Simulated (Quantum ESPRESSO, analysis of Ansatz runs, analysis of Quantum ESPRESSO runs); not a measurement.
**Reproducing a measured charge-transition level: substitutional N in diamond (Quantum ESPRESSO)**

How near does this set-up come to the measured charge-transition level? Subject: substitutional N in diamond. Set-up: PBE, GBRV 1.5 PBE, 64-site cell, measured lattice, k: the zone centre alone then 2x2x2 shifted, started with the impurity moved along one bond, dielectric constants 5.7 and 5.7 (handbook). The model is a cell of 64 host atoms with 1 C taken out and 1 N put in. The level is the Fermi energy at which two charge states have equal formation energy, after a correction for the images of the charge. The measured lattice removes the functional's error in the volume.

**The experiment.** (+1/0) level below the conduction-band bottom: 1.7 eV (quoted in “Hunting the elusive shallow n-type donor – An ab initio study of Li and N co-doped diamond”, 2021, S. Conejeros et al., quoting earlier work (1969)).

Calculated with Quantum ESPRESSO 7.5; Quantum ESPRESSO plane-wave DFT, PBE, GBRV 1.5 PBE potentials; relaxation of all atoms of a defect supercell.

## Step 1: Starting point

The cell holds 64 atoms: 63 C and 1 N. Its edges and angles: a = 7.133 Å, b = 7.133 Å, c = 7.133 Å, α = 90.0°, β = 90.0°, γ = 90.0°. It derives from C (space group Fd-3m). Nearest the centre at fractional (0.375, 0.375, 0.375): N8 at 0.30 Å, C4 at 1.53 Å, C27 at 1.53 Å, C42 at 1.54 Å, C49 at 1.56 Å, C14 at 2.51 Å, C37 at 2.52 Å, C23 at 2.52 Å. The cell carries charge +1.

The host's primitive cell comes from a first run (Quantum ESPRESSO plane-wave DFT, PBE, GBRV 1.5 PBE potentials; relaxation of all atoms of a defect-free cell): vectors of 2.522, 2.522 and 2.522 Å. That is 5.67 Å³ an atom. The supercell is built on it.

## Step 2: Relaxation, charge +1

Every later number rests on the structure around the defect, so the atoms are relaxed at the host's lattice first.

pw.in

```
&CONTROL
  calculation = 'relax'
  prefix = 'pwscf'
  outdir = './tmp'
  pseudo_dir = './pseudo'
  tprnfor = .true.
  disk_io = 'low'
  nstep = 70
  forc_conv_thr = 0.00078
  etot_conv_thr = 0.0001
/
&SYSTEM
  ibrav = 0
  nat = 64
  ntyp = 2
  ecutwfc = 45
  ecutrho = 360
  nbnd = 132
  occupations = 'smearing'
  smearing = 'fd'
  degauss = 0.00073499
  tot_charge = 1
  nosym = .true.
/
&ELECTRONS
  conv_thr = 6d-08
  electron_maxstep = 100
  mixing_beta = 0.5
/
&IONS
  ion_dynamics = 'bfgs'
/
ATOMIC_SPECIES
C     12.0110 c_pbe_v1.2.uspp.F.UPF
N     14.0070 n_pbe_v1.2.uspp.F.UPF
CELL_PARAMETERS angstrom
   7.1334800000    0.0000000000    0.0000000000
   0.0000000000    7.1334800000    0.0000000000
   0.0000000000    0.0000000000    7.1334800000
ATOMIC_POSITIONS crystal
C     -0.0000816072    0.0013260644    0.2475310896
C     -0.0022241439    0.2489052079   -0.0013096716
C      0.2497540576    0.0013640087   -0.0024371332
C      0.2526014376    0.2508276734    0.2506388308
C      0.1228744614    0.1252052007    0.3731832436
C      0.1236228792    0.3734554967    0.1268917382
C      0.3777156047    0.1245541183    0.1244639908
N      0.3997543283    0.3971066728    0.4009865418
C      0.0002596668    0.0026844833    0.7507659945
C      0.0010911754    0.2524722804    0.4992531459
C      0.2487069922    0.0010494523    0.4977444721
C      0.2498471333    0.2516177804    0.7477152585
C      0.1258321916    0.1248259100    0.8776716615
C      0.1257676689    0.3732795075    0.6229236534
C      0.3723439478    0.1244382236    0.6242997005
C      0.3748248694    0.3771969345    0.8767330416
C      0.0025444310    0.5001074730    0.2488274193
C      0.0021399922    0.7482122085   -0.0002913078
C      0.2500112022    0.5010631478    0.0025942661
C      0.2492385188    0.7526870104    0.2497535314
C      0.1222602374    0.6254066716    0.3745653229
C      0.1238358658    0.8761134199    0.1272947142
C      0.3724698946    0.6251382232    0.1262000360
C      0.3723657384    0.8756770105    0.3743195974
C      0.0006967200    0.4991253580    0.7525710325
C     -0.0010024358    0.7498709286    0.4973848349
C      0.2503935388    0.4972469483    0.4996443892
C      0.2525955185    0.7509611145    0.7504474013
C      0.1222753363    0.6255360072    0.8746133100
C      0.1259754274    0.8738446802    0.6226389826
C      0.3753346614    0.6232512442    0.6271657517
C      0.3747357772    0.8738064793    0.8724768433
C      0.4979541679   -0.0018942788    0.2502947952
C      0.5012355084    0.2508724353    0.0023607204
C      0.7510812232   -0.0015193602    0.0020935917
C      0.7480417643    0.2509363559    0.2482254083
C      0.6252222140    0.1264561240    0.3773855711
C      0.6264175718    0.3741022336    0.1227538631
C      0.8745634643    0.1232787552    0.1228303507
C      0.8736932689    0.3745344064    0.3725635473
C      0.5025068024    0.0004416525    0.7511753765
C      0.5009549434    0.2526220616    0.5002711118
C      0.7521461292   -0.0006552609    0.4983191109
C      0.7493202908    0.2526305031    0.7506921517
C      0.6257118886    0.1258343466    0.8775802530
C      0.6264717204    0.3763870480    0.6230581549
C      0.8724416912    0.1259590907    0.6243708525
C      0.8749509563    0.3722085971    0.8752574686
C      0.5001872228    0.5022847700    0.2483858752
C      0.5023871680    0.7512022171    0.0008465982
C      0.7521479536    0.5001272429    0.0017974231
C      0.7487206506    0.7508906736    0.2476696372
C      0.6244422402    0.6246317598    0.3777228530
C      0.6245557218    0.8767340876    0.1228421811
C      0.8770252203    0.6231112002    0.1245623433
C      0.8735220088    0.8767982083    0.3765628865
C      0.5019637135    0.5019421611    0.7495178538
C      0.5017801907    0.7478410016    0.5001739897
C      0.7474190389    0.4989684246    0.5003675829
C      0.7501818906    0.7499967207    0.7527977724
C      0.6228237276    0.6265638256    0.8741760382
C      0.6225043542    0.8737828120    0.6246116309
C      0.8769889968    0.6234657414    0.6237547821
C      0.8775631696    0.8759164960    0.8756714329
K_POINTS gamma
```

The run is started by

```bash
$ OMP_NUM_THREADS=1 mpirun -n 4 pw.x -in pw.in > pw.out
```

Output:

```text
This program is part of the open-source Quantum ESPRESSO suite
     for quantum simulation of materials; please cite
         "P. Giannozzi et al., J. Phys.:Condens. Matter 21 395502 (2009);
         "P. Giannozzi et al., J. Phys.:Condens. Matter 29 465901 (2017);
         "P. Giannozzi et al., J. Chem. Phys. 152 154105 (2020);
          URL
     in publications or presentations arising from this work. More details at

     gamma-point specific algorithms are used

     Subspace diagonalization in iterative solution of the eigenvalue problem:
     a serial algorithm will be used

     --------------------
     sticks:   dense  smooth     PW     G-vecs:    dense   smooth      PW
     Min        1299     647    164                70634    24964    3132
     Max        1302     650    165                70640    24974    3137
     Sum        5201    2593    657               282545    99873   12533

     Using Slab Decomposition

     bravais-lattice index     =            0
     lattice parameter (alat)  =      13.4803  a.u.
     unit-cell volume          =    2449.6326 (a.u.)^3
     number of atoms/cell      =           64
     number of atomic types    =            2
     number of electrons       =       256.00
     number of Kohn-Sham states=          132
     kinetic-energy cutoff     =      45.0000  Ry
     charge density cutoff     =     360.0000  Ry
     scf convergence threshold =      6.0E-08
     mixing beta               =       0.5000
     number of iterations used =            8  plain     mixing
     energy convergence thresh.=      1.0E-04
     force convergence thresh. =      7.8E-04
     Exchange-correlation= SLA  PW   PBE  PBE
                           (   1   4   3   4   0   0   0)
     nstep                     =           70

     celldm(1)=  13.480324  celldm(2)=   0.000000  celldm(3)=   0.000000
     celldm(4)=   0.000000  celldm(5)=   0.000000  celldm(6)=   0.000000

     crystal axes: (cart. coord. in units of alat)
               a(1) = (   1.000000   0.000000   0.000000 )
               a(2) = (   0.000000   1.000000   0.000000 )
               a(3) = (   0.000000   0.000000   1.000000 )

     reciprocal axes: (cart. coord. in units 2 pi/alat)
               b(1) = (  1.000000  0.000000  0.000000 )
               b(2) = (  0.000000  1.000000  0.000000 )
               b(3) = (  0.000000  0.000000  1.000000 )

     PseudoPot. # 1 for C  read from file:
     c_pbe_v1.2.uspp.F.UPF
     Pseudo is Ultrasoft + core correction, Zval =  4.0
     Generated by new atomic code, or converted to UPF format
     Using radial grid of  721 points,  4 beta functions with:
                l(1) =   0
                l(2) =   0
                l(3) =   1
                l(4) =   1
     Q(r) pseudized with  8 coefficients,  rinner =    1.100   1.100   1.100

     PseudoPot. # 2 for N  read from file:
     n_pbe_v1.2.uspp.F.UPF
     Pseudo is Ultrasoft + core correction, Zval =  5.0
     Generated by new atomic code, or converted to UPF format
     Using radial grid of  729 points,  4 beta functions with:
                l(1) =   0
                l(2) =   0
                l(3) =   1
                l(4) =   1
     Q(r) pseudized with  8 coefficients,  rinner =    0.900   0.900   0.900

     atomic species   valence    mass     pseudopotential
     C                 4.00    12.01100     C ( 1.00)
     N                 5.00    14.00700     N ( 1.00)

     No symmetry found

   Cartesian axes

     site n.     atom                  positions (alat units)
         1        C      tau(   1) = (  -0.0000816   0.0013261   0.2475311  )
         2        C      tau(   2) = (  -0.0022241   0.2489052  -0.0013097  )
         3        C      tau(   3) = (   0.2497541   0.0013640  -0.0024371  )
         4        C      tau(   4) = (   0.2526014   0.2508277   0.2506388  )
         5        C      tau(   5) = (   0.1228745   0.1252052   0.3731832  )
         6        C      tau(   6) = (   0.1236229   0.3734555   0.1268917  )
         7        C      tau(   7) = (   0.3777156   0.1245541   0.1244640  )
         8        N      tau(   8) = (   0.3997543   0.3971067   0.4009865  )
         9        C      tau(   9) = (   0.0002597   0.0026845   0.7507660  )
        10        C      tau(  10) = (   0.0010912   0.2524723   0.4992531  )
        11        C      tau(  11) = (   0.2487070   0.0010495   0.4977445  )
        12        C      tau(  12) = (   0.2498471   0.2516178   0.7477153  )
        13        C      tau(  13) = (   0.1258322   0.1248259   0.8776717  )
        14        C      tau(  14) = (   0.1257677   0.3732795   0.6229237  )
        15        C      tau(  15) = (   0.3723439   0.1244382   0.6242997  )
        16        C      tau(  16) = (   0.3748249   0.3771969   0.8767330  )
        17        C      tau(  17) = (   0.0025444   0.5001075   0.2488274  )
[...]
57        C      tau(  57) = (   0.5019637   0.5019422   0.7495179  )
        58        C      tau(  58) = (   0.5017802   0.7478410   0.5001740  )
        59        C      tau(  59) = (   0.7474190   0.4989684   0.5003676  )
        60        C      tau(  60) = (   0.7501819   0.7499967   0.7527978  )
        61        C      tau(  61) = (   0.6228237   0.6265638   0.8741760  )
        62        C      tau(  62) = (   0.6225044   0.8737828   0.6246116  )
        63        C      tau(  63) = (   0.8769890   0.6234657   0.6237548  )
        64        C      tau(  64) = (   0.8775632   0.8759165   0.8756714  )

     number of k points=     1  Fermi-Dirac smearing, width (Ry)=  0.0007
                       cart. coord. in units 2pi/alat
        k(    1) = (   0.0000000   0.0000000   0.0000000), wk =   2.0000000

     Dense  grid:   141273 G-vectors     FFT dimensions: (  81,  81,  81)

     Smooth grid:    49937 G-vectors     FFT dimensions: (  60,  60,  60)

     Initial potential from superposition of free atoms

     starting charge     256.9974, renormalised to     256.0000
     Starting wfcs are  256 randomized atomic wfcs

     Self-consistent Calculation

     iteration #  1     ecut=    45.00 Ry     beta= 0.50
     Davidson diagonalization with overlap
     ethr =  1.00E-02,  avg # of iterations =  2.0

     total energy              =    -743.74234374 Ry
     estimated scf accuracy    <       4.04239653 Ry

     iteration #  2     ecut=    45.00 Ry     beta= 0.50
     Davidson diagonalization with overlap
     ethr =  1.58E-03,  avg # of iterations =  2.0

     total energy              =    -743.71412958 Ry
     estimated scf accuracy    <       0.65018641 Ry

[...]
hartree contribution      =      64.18605362 Ry
     xc contribution           =    -236.74574121 Ry
     ewald contribution        =    -825.06603935 Ry

     convergence has been achieved in   6 iterations

     Forces acting on atoms (cartesian axes, Ry/au):

[...]
Total force =     0.008149     Total SCF correction =     0.000066
     Energy error            =      3.1E-04 Ry
     Gradient error          =      1.9E-03 Ry/Bohr

     number of scf cycles    =   6
     number of bfgs steps    =   5

     energy             old  =    -743.9395938087 Ry
     energy             new  =    -743.9399043711 Ry

     CASE: energy            _new < energy            _old

     new trust radius        =       0.0038513582 bohr
     new conv_thr            =       0.0000000014 Ry

ATOMIC_POSITIONS (crystal)
[...]
NEW-OLD atomic charge density approx. for the potential

     Self-consistent Calculation

[...]
Threshold (ethr) on eigenvalues was too large:
     Diagonalizing with lowered threshold

[...]
total energy              =    -743.93996429 Ry
[...]
total energy              =    -743.93996433 Ry
[...]
iteration #  5     ecut=    45.00 Ry     beta= 0.50
[...]
total energy              =    -743.93996434 Ry
     estimated scf accuracy    <          7.1E-09 Ry

     iteration #  6     ecut=    45.00 Ry     beta= 0.50
     Davidson diagonalization with overlap
     ethr =  2.78E-12,  avg # of iterations =  2.0

     End of self-consistent calculation

          k = 0.0000 0.0000 0.0000 (  6267 PWs)   bands (ev):

[...]
16.8654  17.5757  17.5771  17.5772

     the Fermi energy is    14.3705 ev

!    total energy              =    -743.93996434 Ry
     estimated scf accuracy    <          3.8E-10 Ry
     smearing contrib. (-TS)   =       0.00000000 Ry
     internal energy E=F+TS    =    -743.93996434 Ry

     The total energy is F=E-TS. E is the sum of the following terms:
     one-electron contribution =     253.68903183 Ry
     hartree contribution      =      64.18466074 Ry
     xc contribution           =    -236.74575113 Ry
     ewald contribution        =    -825.06790578 Ry

     convergence has been achieved in   6 iterations

     Forces acting on atoms (cartesian axes, Ry/au):

[...]
Total force =     0.004198     Total SCF correction =     0.000035
     Energy error            =      6.0E-05 Ry
     Gradient error          =      1.1E-03 Ry/Bohr

     number of scf cycles    =   7
     number of bfgs steps    =   6

     energy             old  =    -743.9399043711 Ry
     energy             new  =    -743.9399643376 Ry

     CASE: energy            _new < energy            _old

     new trust radius        =       0.0028792853 bohr
     new conv_thr            =       0.0000000006 Ry

ATOMIC_POSITIONS (crystal)
[...]
NEW-OLD atomic charge density approx. for the potential

     Self-consistent Calculation

     iteration #  1     ecut=    45.00 Ry     beta= 0.50
     Davidson diagonalization with overlap
     ethr =  1.00E-06,  avg # of iterations =  2.0

     Threshold (ethr) on eigenvalues was too large:
     Diagonalizing with lowered threshold

     Davidson diagonalization with overlap
     ethr =  1.32E-09,  avg # of iterations =  5.0

     total energy              =    -743.93997905 Ry
     estimated scf accuracy    <       0.00000517 Ry

     iteration #  2     ecut=    45.00 Ry     beta= 0.50
     Davidson diagonalization with overlap
     ethr =  2.02E-09,  avg # of iterations =  2.0

     total energy              =    -743.93997957 Ry
     estimated scf accuracy    <       0.00000061 Ry

     iteration #  3     ecut=    45.00 Ry     beta= 0.50
     Davidson diagonalization with overlap
     ethr =  2.40E-10,  avg # of iterations =  2.0

     total energy              =    -743.93997965 Ry
     estimated scf accuracy    <       0.00000009 Ry

     iteration #  4     ecut=    45.00 Ry     beta= 0.50
     Davidson diagonalization with overlap
     ethr =  3.49E-11,  avg # of iterations =  2.0

     total energy              =    -743.93997967 Ry
     estimated scf accuracy    <       0.00000001 Ry

     iteration #  5     ecut=    45.00 Ry     beta= 0.50
     Davidson diagonalization with overlap
     ethr =  4.84E-12,  avg # of iterations =  2.0

     total energy              =    -743.93997967 Ry
     estimated scf accuracy    <          1.9E-09 Ry

     iteration #  6     ecut=    45.00 Ry     beta= 0.50
     Davidson diagonalization with overlap
     ethr =  7.56E-13,  avg # of iterations =  2.0

     End of self-consistent calculation

          k = 0.0000 0.0000 0.0000 (  6267 PWs)   bands (ev):

[...]
5.1077   5.1215   5.1218   5.1220   5.1473   5.6928   5.6952   5.6955
     5.6955   5.7903   5.7904   5.7904   5.8033   5.8033   5.8344   5.8349
     5.8350   7.0042   7.0045   7.0045   7.0956   7.0957   7.0958   8.5555
     8.5559   8.5560   8.7073   8.8740   8.8741   9.1208   9.1209   9.1215
     9.2310   9.2310   9.2311   9.2794   9.2796   9.2797   9.3353   9.3354
     9.3357  10.0713  10.0717  10.0719  10.3023  10.3024  10.3025  10.3431
    10.3432  10.4228  10.4596  10.4599  10.4602  10.6249  10.6250  10.6536
    10.6538  10.6542  10.6746  10.6751  10.6753  13.3419  13.3429  13.3432
    16.8638  17.5754  17.5765  17.5769

     the Fermi energy is    14.3706 ev

!    total energy              =    -743.93997967 Ry
     estimated scf accuracy    <          1.2E-10 Ry
     smearing contrib. (-TS)   =       0.00000000 Ry
     internal energy E=F+TS    =    -743.93997967 Ry

     The total energy is F=E-TS. E is the sum of the following terms:
     one-electron contribution =     253.69453996 Ry
     hartree contribution      =      64.18224149 Ry
     xc contribution           =    -236.74578237 Ry
     ewald contribution        =    -825.07097875 Ry

     convergence has been achieved in   6 iterations

     Forces acting on atoms (cartesian axes, Ry/au):

[...]
atom   57 type  1   force =     0.00008967    0.00011959    0.00013867
     atom   58 type  1   force =     0.00022656    0.00014729    0.00000260
     atom   59 type  1   force =     0.00019297    0.00012119    0.00000629
     atom   60 type  1   force =     0.00021148    0.00009428    0.00008624
     atom   61 type  1   force =    -0.00007364    0.00001947   -0.00009365
     atom   62 type  1   force =    -0.00002726   -0.00018903    0.00002288
     atom   63 type  1   force =    -0.00007443   -0.00003877   -0.00000674
     atom   64 type  1   force =     0.00021670    0.00020837    0.00017043

     Total force =     0.001740     Total SCF correction =     0.000018
     Energy error            =      1.5E-05 Ry
     Gradient error          =      3.1E-04 Ry/Bohr

     bfgs converged in   8 scf cycles and   7 bfgs steps
     (criteria: energy <  1.0E-04 Ry, force <  7.8E-04 Ry/Bohr)

     End of BFGS Geometry Optimization

     Final energy             =    -743.9399796671 Ry

     File ./tmp/pwscf.bfgs deleted, as requested
Begin final coordinates

ATOMIC_POSITIONS (crystal)
[...]
C                0.5004045378        0.5005363381        0.7505564407
C                0.5003837247        0.7508264644        0.5002830829
C                0.7506642494        0.5005364425        0.5002877423
C                0.7504416080        0.7506074282        0.7503404958
C                0.6254896737        0.6256210974        0.8753298006
C                0.6254756480        0.8756046429        0.6253624699
C                0.8754331225        0.6256323938        0.6253625772
C                0.8753468026        0.8754981852        0.8752411012
End final coordinates

=------------------------------------------------------------------------------=
   JOB DONE.
=------------------------------------------------------------------------------=
```

Elapsed: 54 s, on 4 MPI ranks of Arm Neoverse V1, shared host; peak memory 0.52 GiB.

The steps of the relaxation:

```tsv
step	energy less that of the first step (eV)
0	0.0000
1	-1.7582
2	-2.0710
3	-2.1222
4	-2.1331
5	-2.1373
6	-2.1381
7	-2.1383
```

The atoms that moved most (Å):

```tsv
atom	dx	dy	dz	length
N8	-0.174	-0.154	-0.183	0.296
C27	-0.007	0.031	0.012	0.034
C5	0.019	0.004	0.022	0.029
C6	0.014	0.022	-0.010	0.028
C4	-0.023	-0.010	-0.010	0.027
C26	0.011	0.004	0.023	0.026
C59	0.023	0.011	-0.001	0.026
C62	0.021	0.013	0.005	0.025
```

Neighbours of N8 at the end:

```tsv
atom	distance (Å)
C49	1.557
C27	1.557
C42	1.557
C4	1.558
C14	2.520
C21	2.520
C31	2.520
C53	2.520
C46	2.520
C15	2.520
C23	2.520
C37	2.520
C38	2.520
C7	2.520
C6	2.520
C5	2.520
```

First to last step the energy falls by 2.138 eV; the largest move, 0.30 Å, is that of N8. Judged within 0.08 Å, the space group went from R3m to P-43m.

(Continued in part 2 of 4.)

[Logs are printed without paths, hosts, clocks, repeated set-up lines and the standing remarks that a program may print on its own settings, such as how far it seeks lower states.]

[Hosts, paths, dates, database ids (printed as entryN), source tags and the programs' standing remarks are cut or masked in the printed files.]

[For some hosts the program warned that the k-mesh of the response run may be too coarse for force constants and the static dielectric constant; such warnings are not shown here.]
